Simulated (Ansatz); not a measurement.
# Σ13 (111) twist boundary in Al (156 atoms): support functions against a reference, part 2 of 2

Wanted: errors and times of a linear-scaling basis for Σ13 (111) twist boundary in Al (156 atoms). A setting counts as converged where the r.m.s. difference of forces stays under 1 % of the r.m.s. force.

Ansatz 0.2.0; Kohn-Sham DFT, PBE, PAW (set soft_2), plane waves.

The cell: 156 Al. The host structure and its lattice constant were typed by rule, without a check against the phase diagram.

So far. Step 12 (Support functions medium, radius 5.84 Å): The refusal is over memory: the job needs 9.00 GiB where 8.00 GiB were allowed.

## (14) What the reference run shows

The comparisons rest on this run, so its electronic structure is set out here.

Neighbours are counted within 3.33 Å (Al-Al).

Length of the force by element and coordination:

```
element  coordination  atoms  mean length of the force (eV/Å)  spread   least    most
     Al           all    156                           0.0558  0.0373  0.0221   0.175
     Al            10     12                            0.173  8.0e-4   0.172   0.175
     Al            11     24                           0.0475  0.0251  0.0221  0.0751
     Al            12    120                           0.0458  0.0141  0.0254  0.0664
```

Intrinsic-atomic-orbital charges by element and coordination:

```
element  coordination  atoms  mean charge (e)  spread    least     most
     Al           all    156                0  0.0113  -0.0335   0.0125
     Al            10     12          -0.0331  3.0e-4  -0.0335  -0.0328
     Al            11     24          -0.0056  0.0059  -0.0118   5.0e-4
     Al            12    120           0.0044  0.0049  -0.0042   0.0125
```

By region:

```
     region  atoms  mean length of the force (eV/Å)  net charge (e)
lower grain     78                            0.056               0
upper grain     78                            0.056               0
```

States in the cell by windows of 1 eV, zero at the Fermi level; the larger projections on atomic orbitals stand beside the total:

```
from (eV)  to (eV)  total  Al p  lower grain  upper grain  Al s
      -12      -11    0.1   0.0          0.1          0.1   0.1
      -11      -10   11.4   4.3          5.7          5.7   7.1
      -10       -9   21.2  12.3         10.6         10.6   8.8
       -9       -8   24.7  15.8         12.3         12.3   8.9
       -8       -7   41.3  27.6         20.6         20.6  13.6
       -7       -6   48.5  32.7         24.2         24.2  15.6
       -6       -5   34.3  23.5         17.1         17.1  10.6
       -5       -4   57.1  38.8         28.3         28.3  17.9
       -4       -3   48.6  34.3         24.0         24.0  13.8
       -3       -2   59.3  41.6         29.2         29.2  16.7
       -2       -1   68.0  49.1         33.2         33.2  17.3
       -1        0   51.7  31.7         24.7         24.7  17.6
        0        1   58.8  37.6         27.6         27.6  17.5
        1        2   85.8  56.8         39.4         39.4  22.1
        2        3   67.7  40.9         30.1         30.1  19.2
```

The levels nearest the highest filled one (over half full), pooled over k-points and spins:

```
level less the highest filled one (eV)  occupation
                               -0.0016        1.09
                               -0.0016        1.09
                               -0.0016        1.09
                                     0        1.08
                                     0        1.08
                                     0        1.08
                                0.0254       0.957
                                 0.076       0.713
                                 0.144       0.438
                                 0.144       0.438
                                 0.144       0.438
                                 0.148       0.424
```

Planar average of the electrostatic potential energy along the normal, with the Fermi level as zero, after a running mean with a triangular window 4 Å wide at its base:

```
height (Å)  potential energy (eV)
       0.0                  -4.41
       0.9                  -4.46
       1.6                  -4.54
       2.4                  -4.59
       3.3                  -4.54
       4.0                  -4.60
       4.9                  -4.59
       5.8                  -4.53
       6.5                  -4.59
       7.3                  -4.60
       8.2                  -4.55
       9.1                  -4.59
       9.8                  -4.54
      10.7                  -4.45
      11.5                  -4.37
      12.2                  -4.12
      13.1                  -3.98
      14.0                  -4.29
      14.7                  -4.46
      15.6                  -4.48
      16.4                  -4.58
      17.1                  -4.58
      18.0                  -4.56
      18.9                  -4.60
      19.6                  -4.57
      20.5                  -4.55
      21.3                  -4.60
      22.2                  -4.56
      22.9                  -4.57
      23.8                  -4.58
      24.6                  -4.47
      25.4                  -4.46
      26.2                  -4.28
      27.1                  -3.98
      27.8                  -4.07
      28.7                  -4.37
```

Electrostatic potential energy in the cb plane at fractional x = 0.065, with atoms of Al within 0.2 Å of it. With pseudopotentials it is smooth inside the atoms' cores, unlike the true potential.

Ten even steps from '0' (-10 eV) to '9' (9 eV), each cell a mean:
```
02116998889998889999766787301037998899987678
01026887789998889999999996025216999999999999
32368988789974225899988996113127998899998889
87899998899830220588766898521268875578986668
99999999999721650488655799877789731137875457
88899998889840210588766899987898610026886568
77789863247874235899888998632478741147998789
76788720004898889999888997300048876689998889
87889710004898789999877887200037998899987778
88899841126875336899877898511268875578987678
76789986678861003799888999866788610016898889
64579998889861002799999999999998305403899999
64578864357875336899988999999998304303899899
87788610104898788998544789988899720126875457
99998503512799999985100279887899976678840003
87888601203899889983021058988899998899720201
32258852237999889985000279988899976678730003
02016888789999889998534689877789741247874347
14205899899999999999888999743578730037998889
01027887679998889999766898742478853358987678
54478864357986557996211378865689987789851014
88899863357863125884033048988899998899711311
65689986678863125883033048998999998899711311
10147998889986457996200268754589998899851014
```
Columns run along c (16.0 Å, from fractional 0.22 to 0.78 of the cell; values clipped at the 3rd and 97th percentile), rows up along b (10.3 Å). Atoms in or near the plane, at fractional coordinates: Al at (0.40, 0.80), Al at (0.32, 0.39), Al at (0.57, 0.93), Al at (0.66, 0.49).

Valence density in the cb plane at fractional x = 0.065, with atoms of Al within 0.2 Å of it. It is the smooth field of the valence electrons, not physical close to the nuclei.

Ten even steps from '0' (0.07 e/Å³) to '9' (0.21 e/Å³), each cell a mean:
```
42379788864446775334689989954588788864467998
53488889875457875323578789710279888753346787
98886678986678877544688778731388788754347888
88754457887885226877899767887887789986578998
87643346777882004999999755689876787898889997
88754457887895226877898655689877886689889986
89976688998789887545788756789998898887678986
79988885468778875324688778854698899975457987
78987884369878875334689888853588788864457998
78876787789889987545799777877887799986568997
99865578998788667655788644689988975578778976
99875568887788667655676533468878930049878764
99987789998789997545687533468878940049888864
78988974368879997546899765689877886689889987
67888950038878886567645887799865578988896568
78988972248877887678412798888754467887884138
88998898887567887667645887788754579998896458
42379889864346776446789866789876788898789997
20169888764345764324688755789998997787678986
64589889975456875334789877899987899887678997
89987789998778997667767898899865579987787679
89865678999899889899511598888643457887883127
99975579998788889899411598888643457888983127
86787678875568887667766898999865578876787679
```
Columns run along c (16.0 Å, from fractional 0.22 to 0.78 of the cell), rows up along b (10.3 Å). Atoms in or near the plane, at fractional coordinates: Al at (0.40, 0.80), Al at (0.32, 0.39), Al at (0.57, 0.93), Al at (0.66, 0.49).

Intrinsic-atomic-orbital charges run from -0.03 to +0.01 e. Among metals such projection charges depend strongly on the orbitals used and are no measure of ionicity. Within 0.4 eV of the Fermi level the largest share is Al p (66 % of the projected weight).

## (15) Distances and neighbours

These statistics describe the geometry on which the runs were made.

Density 2.63 g/cm³, 17.06 Å³ an atom.

Pair distribution function in bins of 0.2 Å:

```
r (Å)  total
 2.60   0.07
 2.80   8.09
 3.00   1.31
 3.20   0.10
 3.40   0.13
 3.60   0.08
 3.80   0.07
 4.00   1.92
 4.20   0.34
 4.40   0.08
 4.60   0.10
 4.80   0.14
 5.00   5.67
 5.20   0.25
 5.40   0.21
 5.60   0.25
 5.80   2.27
 6.00   0.11
 6.20   0.22
 6.40   3.06
 6.60   0.24
 6.80   0.17
 7.00   0.91
 7.20   0.31
 7.40   0.29
 7.60   4.47
 7.80   0.43
```

Bonds by pair of elements; cutoffs follow the first minimum of g(r), held within bounds set by covalent radii, and pairs that aren't listed don't count as bonded:

```
pair A-B  cutoff (Å)  bonds  mean length (Å)  spread (Å)  shortest (Å)  B about A  A about B
   Al-Al        3.33    912             2.88        0.05          2.67       11.7       11.7
```

How many atoms have how many bonded neighbours:

```
element  mean  10  11   12
     Al  11.7  12  24  120
```

The first maximum of g(r) stands at about 2.87 Å. By these cutoffs 77 % of Al atoms have 12 bonded neighbours.

A closer look about Al155, picked at random: 13 atoms, nearest first, numbered in the order of the input, with positions taken from that point.

```
 atom      x      y      z  distance (Å)  bonds  intrinsic-atomic-orbital charge (e)      Fx      Fy  Fz (eV/Å)
Al155   0.00   0.00   0.00          0.00     12                                 0.00  -0.001  -0.001     -0.033
Al152  -1.95   2.04  -0.13          2.83     10                                -0.03  -0.022   0.008     -0.172
Al149   2.74   0.67  -0.13          2.83     10                                -0.03   0.018   0.016     -0.171
Al133  -0.79  -2.71  -0.13          2.83     10                                -0.03   0.005  -0.024     -0.171
Al146   0.80   2.78  -0.06          2.90     12                                 0.00   0.010  -0.021      0.033
Al132  -2.81  -0.70  -0.06          2.90     12                                 0.00   0.014   0.019      0.034
Al156   2.01  -2.09  -0.06          2.90     12                                 0.00  -0.024   0.002      0.034
 Al23   1.19  -1.12   2.43          2.93     11                                 0.00   0.022  -0.004      0.004
 Al42  -1.57  -0.45   2.43          2.93     11                                 0.00  -0.014  -0.017      0.003
 Al12   0.39   1.60   2.43          2.93     11                                 0.00  -0.008   0.020      0.004
Al145   1.18   1.15  -2.46          2.96     12                                 0.01   0.020   0.002      0.063
Al107  -1.58   0.45  -2.46          2.96     12                                 0.01  -0.012   0.017      0.063
Al154   0.40  -1.60  -2.46          2.96     12                                 0.01  -0.008  -0.019      0.063
```

The column of bonds counts only the pairs Al-Al within 3.33 Å; other neighbours, such as metal atoms beside each other in a compound, aren't counted, and periodic images can show an atom twice.

## (16) Results

- free energy per atom: -537.5166 eV/atom
- density: 2.627 g/cm³
- pressure: -1.559 GPa
- r.m.s. force component: 0.03879 eV/Å
- wall time of the 9 DFT runs: 24 min

**Reading.** Against plane waves at 420 eV, the forces differ by 0.50 meV/Å (1.3 %) with support functions medium, and by 0.14 meV/Å in the closest run (support functions high). Differences between support functions and plane waves include what basis error the plane-wave run still has. As the radius goes from 3.78 to 5.26 Å, the force difference goes from 0.68 to 0.17 meV/Å, and the time from 90 s to 4.2 min.

68 levels are partly filled, by over 2 % (on the run's k-points), as in a metal. Counting bonds as in the table, 77 % of Al atoms have 12 bonded neighbours.

Caveats: The pressure of -1.6 GPa says that the cell would shrink at this level of theory.

[Logs are printed without paths, hosts, clocks, repeated set-up lines and the standing remarks that a program may print on its own settings, such as how far it seeks lower states.]

[Hosts, paths, dates, database ids (printed as entryN), source tags and the programs' standing remarks are cut or masked in the printed files.]
